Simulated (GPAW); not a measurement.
Records of electronic-structure calculations.

## How the form of the self-energy moves the gap of NaI (Fm-3m)

Symmetry: Fm-3m, No. 225, cubic system. The conventional cell has a = 6.473 Å, b = 6.473 Å, c = 6.473 Å, α = 90.00°, β = 90.00°, γ = 90.00°. Nearest to Na lie 6 I at 3.24 Å. I has 6 Na at 3.24 Å nearest. Farther neighbours, and contacts between anions beyond the nearest, are not listed.

```
Na I
1.0
     0.00000    3.23640    3.23640
     3.23640    0.00000    3.23640
     3.23640    3.23640    0.00000
Na I
1 1
Direct
  0.00000 0.00000 0.00000
  0.50000 0.50000 0.50000
```

- method: DFT, LDA, plane waves, PAW (and 1 further level or step)
- program: GPAW 26.7.0
- settings: cutoff 450 eV, GPAW PAW setups 1.2.1 data release, 4×4×4 k-mesh, nbands 163
- cost: 4 runs, 2.1 min in all on 4 MPI ranks of Arm Neoverse V2, shared host
- notes: The cell and positions come from the Crystallography Open Database and are kept as given unless a step says otherwise. Limits: no spin-orbit coupling.
- G0W0, Godby-Needs plasmon pole: 5.421 eV
- G0W0, full frequency, Hilbert transform: 5.444 eV
- G0W0, multipole: 5.397 eV
- known limits: short of the basis limit; no spin-orbit coupling

G0W0, full frequency, Hilbert transform: +0.023 eV against G0W0, Godby-Needs plasmon pole. G0W0, multipole: −0.024 eV against G0W0, Godby-Needs plasmon pole.

[Long decimals in the printed logs are rounded to 6 places.]

[Logs are printed without paths, hosts, clocks, repeated set-up lines and the standing remarks that a program may print on its own settings, such as how far it seeks lower states.]

[Paths, hosts, dates, memory and timing lines, banners, echoed tables and standing remarks are left out of the program output; an Ansatz launch command may be rebuilt from the run's recorded settings. Measured values are a selection of at most five: reports struck by readers or far from the other reports are left out. None is set beside runs whose start may be inverted or whose files or cutoffs have a known fault.]

[Runs of the session that timed out or met a known fault of the program may be left out.]

[Hosts, paths, dates, database ids (printed as entryN), source tags and the programs' standing remarks are cut or masked in the printed files.]

[Where the starting crystal was built by hand or by swapping elements, it need not be the compound's stable phase.]
